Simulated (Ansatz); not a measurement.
Rows from a G0W0 calculation on Sr2CaTi3O9 (perovskite [001] superlattice) (P4mm) (Ansatz 0.2.0; G0W0 on LDA, plane waves, PAW; PAW set soft_1; 4×4×2 mesh, 83 empty bands, screening to 36 eV, PAW set soft_1 files), in eV. Spin-orbit coupling is left out.

The structure was built from a prototype and need not be the compound's stable phase.

| row | k | band | start | Σx | Σc at the solution | Vxc |
| --- | --- | --- | --- | --- | --- | --- |
| A | Γ | v2 | 9.456 | -26.229 | 4.684 | -21.702 |
| B | Γ | v1 | 9.457 | -26.552 | 4.774 | -21.909 |
| C | Γ | c1 | 11.775 | -12.552 | -5.626 | -20.612 |
| D | (-0.500, -0.500, -0.500) | c1 | 14.041 | -14.710 | -6.516 | -23.614 |
| E | Γ | c2 | 11.899 | -12.805 | -5.758 | -21.029 |
| F | (-0.500, -0.500, -0.500) | v1 | 9.965 | -26.049 | 4.932 | -21.214 |

Q: Give the quasiparticle energies and the shift of each level.

The quasiparticle equation reads E = start + Σx + Σc(E) − Vxc.

| row | E (eV) | shift (eV) |
| --- | --- | --- |
| A | 9.613 | +0.157 |
| B | 9.588 | +0.131 |
| C | 14.209 | +2.434 |
| D | 16.430 | +2.389 |
| E | 14.365 | +2.466 |
| F | 10.062 | +0.097 |

The gap over the computed points goes from 1.81 eV to 4.15 eV.

Limits: not at the basis limit; no spin-orbit coupling; coarse k mesh.

[Runs of the session that timed out or met a known fault of the program may be left out.]

[Cells called generated may have been cut or substituted from an entry of the Crystallography Open Database or the Materials Project.]

[Hosts, paths, dates, database ids (printed as entryN), source tags and the programs' standing remarks are cut or masked in the printed files.]
